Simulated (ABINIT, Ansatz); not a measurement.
**KHF2 (I4/mcm): G0W0 with ABINIT, start to end**

Wanted: ground state, empty states, screening and self-energy for KHF2 (I4/mcm).

Program: ABINIT 10.8.3. Level of theory: PBEsol and many-body steps on it, plane waves. Results are calculated unless marked as measured.

## 1. The structure

The structure is tetragonal, space group I4/mcm (No. 140). The conventional cell has a = 5.670 Å, b = 5.670 Å, c = 6.810 Å, α = 90.00°, β = 90.00°, γ = 90.00°. K has 8 F at 2.77 Å nearest. Nearest to H lie 2 F at 1.13 Å. F has 1 H at 1.13 Å and 4 K at 2.77 Å nearest. Farther neighbours and most contacts between anions are not listed.

The cell and positions come from the Crystallography Open Database and are kept as given unless a step says otherwise.

## 2. Ground state

This step: ABINIT 10.8.3; DFT, PBEsol, plane waves, norm-conserving pseudopotentials.

The ground-state density comes first.

Contents of run.abi:

```
acell 3*1.0 Angstrom
rprim 
  -2.835000000000 2.835000000000 3.405000000000
  2.835000000000 -2.835000000000 3.405000000000
  2.835000000000 2.835000000000 -3.405000000000
ntypat 3
znucl 19 1 9
natom 8
typat 1 1 2 2 3 3 3 3
xred 
  0.250000000000 0.250000000000 -0.000000000000
  0.750000000000 0.750000000000 -0.000000000000
  0.500000000000 -0.000000000000 0.500000000000
  0.000000000000 0.500000000000 0.500000000000
  0.640800000000 0.140800000000 0.781600000000
  0.140800000000 0.359200000000 0.500000000000
  0.359200000000 0.859200000000 0.218400000000
  0.859200000000 0.640800000000 0.500000000000
pp_dirpath "pseudos"
pseudos "K.upf, H.upf, F.upf"
ecut 36
ngkpt 6 6 6
nshiftk 1
shiftk 0 0 0
kptopt 1
chksymbreak 0
nband 32
occopt 1
tolvrs 1e-10
nstep 60
prtwf 0
optforces 0
optstress 0
indata_prefix "in"
outdata_prefix "out"
tmpdata_prefix "tmp"
```

Started as:

```sh
> OMP_NUM_THREADS=1 mpirun -n 4 abinit run.abi > log
```

Numbers of over 12 decimals in the logs are rounded to 6 here.

Output:

```text
.Version 10.8.3 of ABINIT. v10.8.2 released Aug 2026.

 Symmetries : space group I4/m c m (#140); Bravais tI (body-center tetrag.)
================================================================================
 Values of the parameters that define the memory need of the present run
     intxc =       0    ionmov =       0      iscf =       7    lmnmax =       6
     lnmax =       6     mgfft =      54  mpssoang =       3    mqgrid =    3001
     natom =       8  nloc_mem =       1    nspden =       1   nspinor =       1
    nsppol =       1      nsym =      16    n1xccc =    2501    ntypat =       3
    occopt =       1   xclevel =       2
-    mband =          32        mffmem =           1         mkmem =           8
       mpw =        7657          nfft =      157464          nkpt =          30
================================================================================
  Rough estimation (10% accuracy) of disk space for files :
================================================================================

--------------------------------------------------------------------------------
------------- Echo of variables that govern the present computation ------------
--------------------------------------------------------------------------------
 -outvars: echo values of preprocessed input variables --------
            acell      1.8897261259E+00  1.8897261259E+00  1.8897261259E+00 Bohr

      chksymbreak           0
             ecut      3.60000000E+01 Hartree
-          fftalg         312

              ixc     -116133
              kpt      0.00000000E+00  0.00000000E+00  0.00000000E+00
                       1.66666667E-01  0.00000000E+00  0.00000000E+00
                       3.33333333E-01  0.00000000E+00  0.00000000E+00
                       5.00000000E-01  0.00000000E+00  0.00000000E+00
                       1.66666667E-01  1.66666667E-01  0.00000000E+00
                       3.33333333E-01  1.66666667E-01  0.00000000E+00
                       5.00000000E-01  1.66666667E-01  0.00000000E+00
                      -3.33333333E-01  1.66666667E-01  0.00000000E+00
                      -1.66666667E-01  1.66666667E-01  0.00000000E+00
   [... 19 further rows ...]
                      -3.33333333E-01 -3.33333333E-01  3.33333333E-01
                       5.00000000E-01  5.00000000E-01  5.00000000E-01
         kptrlatt        6    0    0      0    6    0      0    0    6
          kptrlen      5.96406996E+01
P           mkmem           8
            natom           8
            nband          32
            ngfft          54      54      54
             nkpt          30
            nstep          60
             nsym          16
           ntypat           3
              occ      2.000000  2.000000  2.000000  2.000000  2.000000  2.000000
                       2.000000  2.000000  2.000000  2.000000  2.000000  2.000000
                       2.000000  2.000000  2.000000  2.000000  2.000000  2.000000
                       2.000000  2.000000  2.000000  2.000000  2.000000  2.000000
                       0.000000  0.000000  0.000000  0.000000  0.000000  0.000000
                       0.000000  0.000000
        optforces           0
        optstress           0
            prtwf           0
            rprim     -2.8350000000E+00  2.8350000000E+00  3.4050000000E+00
[...]
spgroup         140

           tolvrs      1.00000000E-10

             xred      2.5000000000E-01  2.5000000000E-01  1.4885138594E-18
[...]
znucl       19.00000    1.00000    9.00000

================================================================================

 chkinp: Checking input parameters for consistency.

================================================================================
== DATASET  1 ==================================================================
-   mpi_nproc: 4, omp_nthreads: 1 (-1 if OMP is not activated)

--- !DatasetInfo
iteration_state: {dtset: 1, }
dimensions: {natom: 8, nkpt: 30, mband: 32, nsppol: 1, nspinor: 1, nspden: 1, mpw: 7657, }
cutoff_energies: {ecut:  36.0, pawecutdg:  -1.0, }
electrons: {nelect:   4.80000000E+01, charge:   0.00000000E+00, occopt:   1.00000000E+00, tsmear:   1.00000000E-02, }

 Real(R)+Recip(G) space primitive vectors, cartesian coordinates (Bohr,Bohr^-1):
 R(1)= -5.3573736  5.3573736  6.4345175  G(1)=  0.0000000  0.0933293  0.0777059
 R(2)=  5.3573736 -5.3573736  6.4345175  G(2)=  0.0933293  0.0000000  0.0777059
 R(3)=  5.3573736  5.3573736 -6.4345175  G(3)=  0.0933293  0.0933293  0.0000000
 Unit cell volume ucvol=  7.3871996E+02 bohr^3
 Angles (23,13,12)=  1.14773599E+02  1.14773599E+02  9.93190826E+01 degrees

 getcut: wavevector=  0.0000  0.0000  0.0000  ngfft=  54  54  54
         ecut(hartree)=     36.000   => boxcut(ratio)=   2.01190

--- Pseudopotential description ------------------------------------------------
- K Generated using ONCVPSP code by D. R. Hamann
- 19.00000   9.00000  180301                  znucl, zion, pspdat
12 -116133 2 -1 2250                          pspcod,pspxc,lmax,lloc,mmax
     nproj     2     2     2
  pspatm : epsatm=    8.32504554
         --- l  ekb(1:nproj) -->
[...]
pspatm: atomic psp has been read  and splines computed

- H Generated using ONCVPSP code by D. R. Hamann
[...]
pspatm : epsatm=    0.35585368
         --- l  ekb(1:nproj) -->
[...]
1   -0.494138
 pspatm: atomic psp has been read  and splines computed

- F Generated using ONCVPSP code by D. R. Hamann
-  9.00000   7.00000  180301                  znucl, zion, pspdat
12 -116133 2 -1 832                           pspcod,pspxc,lmax,lloc,mmax
     nproj     2     2     1
  pspatm : epsatm=    4.89824381
         --- l  ekb(1:nproj) -->
[...]
2   -2.394754
 pspatm: atomic psp has been read  and splines computed

   1.77382914E+03                                ecore*ucvol(ha*bohr**3)
--------------------------------------------------------------------------------

_setup2: Arith. and geom. avg. npw (full set) are    7621.523    7621.512

================================================================================

--- !BeginCycle
iteration_state: {dtset: 1, }
solver: {iscf: 7, nstep: 60, nline: 4, wfoptalg: 0, }
tolerances: {tolvrs: 1.00E-10, }

     iter   Etot(hartree)      deltaE(h)  residm     vres2
 ETOT  1  -159.44727085133    -1.594E+02 1.079E-01 6.098E+02
 ETOT  2  -159.56503607095    -1.178E-01 2.284E-02 3.718E+02
 ETOT  3  -159.71362553331    -1.486E-01 6.390E-03 2.157E+01
 ETOT  4  -159.71731829276    -3.693E-03 2.358E-03 2.853E-01
 ETOT  5  -159.71733424700    -1.595E-05 8.723E-04 4.129E-02
 ETOT  6  -159.71733668444    -2.437E-06 1.083E-03 2.006E-03
 ETOT  7  -159.71733680512    -1.207E-07 8.935E-04 3.083E-04
 ETOT  8  -159.71733681841    -1.329E-08 1.085E-03 9.138E-06
 ETOT  9  -159.71733681879    -3.837E-10 6.991E-04 6.303E-07
 ETOT 10  -159.71733681881    -2.004E-11 6.280E-04 1.778E-08
 ETOT 11  -159.71733681882    -8.981E-12 3.443E-04 4.218E-10
 ETOT 12  -159.71733681882    -1.904E-12 2.661E-04 6.751E-12

 At SCF step   12       vres2   =  6.75E-12 < tolvrs=  1.00E-10 =>converged.

--- !ResultsGS
iteration_state: {dtset: 1, }
comment   : Summary of ground state results
lattice_vectors:
- [ -5.3573736,   5.3573736,   6.4345175, ]
- [  5.3573736,  -5.3573736,   6.4345175, ]
- [  5.3573736,   5.3573736,  -6.4345175, ]
lattice_lengths: [   9.94012,    9.94012,    9.94012, ]
lattice_angles: [114.774, 114.774,  99.319, ] # degrees, (23, 13, 12)
lattice_volume:   7.3871996E+02
convergence: {deltae: -1.904E-12, res2:  6.751E-12, residm:  2.661E-04, diffor:  0.000E+00, }
etotal    :  -1.59717337E+02
entropy   :   0.00000000E+00
fermie    :  -5.30319518E-02
cartesian_stress_tensor: null
pressure_GPa: null
xred      :
- [  2.5000E-01,   2.5000E-01,   1.4885E-18,  K]
- [  7.5000E-01,   7.5000E-01,   4.4655E-18,  K]
- [  5.0000E-01,   1.6299E-17,   5.0000E-01,  H]
- [  1.6299E-17,   5.0000E-01,   5.0000E-01,  H]
- [  6.4080E-01,   1.4080E-01,   7.8160E-01,  F]
- [  1.4080E-01,   3.5920E-01,   5.0000E-01,  F]
- [  3.5920E-01,   8.5920E-01,   2.1840E-01,  F]
- [  8.5920E-01,   6.4080E-01,   5.0000E-01,  F]
cartesian_forces: null
force_length_stats: {min: null, max: null, mean: null, }

 Integrated electronic density in atomic spheres:
 ------------------------------------------------
 Atom  Sphere_radius  Integrated_density
[...]
================================================================================

 ----iterations are completed or convergence reached----

 Mean square residual over all n,k,spin=   12.956E-07; max=  26.612E-05
 reduced coordinates (array xred) for    8 atoms
[...]
0.000000000000      0.500000000000      0.500000000000
       0.640800000000      0.140800000000      0.781600000000
       0.140800000000      0.359200000000      0.500000000000
       0.359200000000      0.859200000000      0.218400000000
       0.859200000000      0.640800000000      0.500000000000
 rms dE/dt=  0.0000E+00; max dE/dt=  0.0000E+00; dE/dt below (all hartree)
    1       0.000000000000      0.000000000000      0.000000000000
    2       0.000000000000      0.000000000000      0.000000000000
    3       0.000000000000      0.000000000000      0.000000000000
    4       0.000000000000      0.000000000000      0.000000000000
    5       0.000000000000      0.000000000000      0.000000000000
    6       0.000000000000      0.000000000000      0.000000000000
    7       0.000000000000      0.000000000000      0.000000000000
    8       0.000000000000      0.000000000000      0.000000000000

 cartesian coordinates (angstrom) at end:
    1     -0.000000     0.000000     1.702500
    2      0.000000    -0.000000     5.107500
    3      0.000000     2.835000     0.000000
    4      2.835000     0.000000     0.000000
    5      0.798336     3.633336     0.000000
    6      2.036664     0.798336     0.000000
    7      2.036664    -0.798336     3.405000
    8      0.798336     2.036664     3.405000
 length scales=  1.889726125908  1.889726125908  1.889726125908 bohr
              =  1.000000000000  1.000000000000  1.000000000000 angstroms
 prteigrs : about to open file out_EIG
 Fermi (or HOMO) energy (hartree) =  -0.05303   Average Vxc (hartree)=  -0.31865
 Eigenvalues (hartree) for nkpt=  30  k points:
 kpt#   1, nband= 32, wtk=  0.00463, kpt=  0.0000  0.0000  0.0000 (reduced coord)
  -0.98835   -0.98422   -0.80037   -0.79447   -0.75145   -0.75145   -0.39704   -0.38457
  -0.38457   -0.38165   -0.38165   -0.37355   -0.22801   -0.21272   -0.09599   -0.09599
  -0.09249   -0.07883   -0.06776   -0.06265   -0.06265   -0.05911   -0.05911   -0.05504
   0.20485    0.30769    0.33992    0.34469    0.37219    0.37219    0.44360    0.44361
 prteigrs : prtvol=0 or 1, do not print more k-points.

--- !EnergyTerms
iteration_state     : {dtset: 1, }
comment             : Components of total free energy in Hartree
kinetic             :  8.62968460260419E+01
hartree             :  4.61715694874235E+01
xc                  : -3.51677429259265E+01
Ewald energy        : -1.01073657701617E+02
psp_core            :  2.40121997962995E+00
local_psp           : -1.56188087956969E+02
non_local_psp       : -2.15748372740682E+00
total_energy        : -1.59717336818824E+02
total_energy_eV     : -4.34613014235646E+03
band_energy         : -1.71107037070322E+01

== END DATASET(S) ==============================================================
================================================================================

 -outvars: echo values of variables after computation  --------
           etotal     -1.5971733682E+02
            nband          32
             nkpt          30
          spgroup         140
 [... the other variables as echoed above ...]

 Calculation completed.
```

Wall time 1.8 min (4 MPI ranks of Intel Xeon 6975P-C (Granite Rapids), shared host); peak memory 0.54 GiB; 7.2 min of CPU time.

This step gave:

| Item | Value |
| --- | --- |
| total energy | -4346.1301 eV |
| gap | 7.017 eV |
| k of the valence top | 0.5, 0.5, 0.5 |
| k of the conduction bottom | 0, 0, 0 |
| least direct gap | 7.072 eV |

The gap is indirect, with the least direct gap 0.05 eV higher.

[end of part 1 of 3]

[Paths, hosts, dates, memory and timing lines, banners, echoed tables and standing remarks are left out of the program output.]

[Logs are printed without paths, hosts, clocks, repeated set-up lines and the standing remarks that a program may print on its own settings, such as how far it seeks lower states.]

[Runs of the session that timed out or met a known fault of the program may be left out.]

[Hosts, paths, dates, database ids (printed as entryN), source tags and the programs' standing remarks are cut or masked in the printed files.]

[G0W0 gaps are taken among the corrected bands and points alone; a level outside them can change the order at an edge.]

[Where Ansatz stands beside ABINIT at settings called matched, ABINIT's density can come from a denser mesh and the files from another edition; pairs whose starting gaps differed by over 0.03 eV were left out, so agreement reads better than it is.]
